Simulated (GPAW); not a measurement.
WS2 (P6_3/mmc): refractive index against wavelength

The refractive index of WS2 (P6_3/mmc) along x below the direct gap (1.74 eV on the mesh) is read from one computed spectrum, n = √(Re ε). x, y and z are the Cartesian axes of the input cell.

It takes space group P6_3/mmc (No. 194, hexagonal). Conventional cell: a = 3.180 Å, b = 3.180 Å, c = 12.500 Å, α = 90.00°, β = 90.00°, γ = 120.00°. W on site c has 6 S at 2.41 Å as nearest neighbours. Around S on site f lie 3 W at 2.41 Å.

Method: GPAW 26.7.0, PBE, RPA, k-mesh 12×12×3, local fields up to 70 eV, Lorentzian half width 0.12 eV.

Launch of the response step: `OMP_NUM_THREADS=1 python df.py`. The run took 8.9 min, its band step included, on 1 thread of Arm Neoverse V2, with other jobs on the host.

```tsv
wavelength (nm)	photon energy E (eV)	n
3000	0.413	3.5233
2000	0.620	3.5517
1550	0.800	3.5879
1310	0.946	3.6268
1064	1.165	?
```

In the single-oscillator model n² − 1 = E₀E_d/(E₀² − E²), so 1/(n² − 1) = E₀/E_d − E²/(E₀E_d) is linear in E².

Working, on the rows shown:

| x = E² (eV²) | y = 1/(n² − 1) |
| --- | --- |
| 0.170801 | 0.0876144 |
| 0.384302 | 0.0860987 |
| 0.639837 | 0.0842245 |
| 0.895757 | 0.0822796 |

Means: x̄ = 0.52267, ȳ = 0.085054. Σ(x − x̄)(y − ȳ) = -0.002178, Σ(x − x̄)² = 0.2959. Slope = -0.002178 / 0.2959 = -0.00736; intercept = ȳ − slope · x̄ = 0.088901. Turned back into n, the line misses the rows shown by at most 0.00064.

Problem. Predict the last column of the withheld row from the fit.

Solution. At x = 1.3578 the line gives y = 0.078907, that is 3.6977. The run gave 3.7055, so the extrapolation is off by 0.0078, 4 % of the range in the table.

Refitted with all rows, the slope is -0.00764 and the intercept 0.089023. These give E₀ = √(intercept/−slope) = 3.41 eV and E_d = E₀/intercept = 38.3 eV; E₀ is 2.0 times the direct gap. The electronic limit at long wavelengths, without lattice vibrations, is n = √(1 + 1/intercept) = 3.498. The cell comes from an older database entry, whose edges can be off by a per cent or so. Excitons are left out; PBE gaps are as a rule too small. The values come from a sum over the points of one k-mesh and carry its error, which grows as the direct gap shrinks. This version of GPAW has incomplete matrix elements in the optical limit, which can lower ε − 1 by up to a tenth where first-row anions or d states rule. Spin-orbit coupling is left out.

[Logs are printed without paths, hosts, clocks, repeated set-up lines and the standing remarks that a program may print on its own settings, such as how far it seeks lower states.]
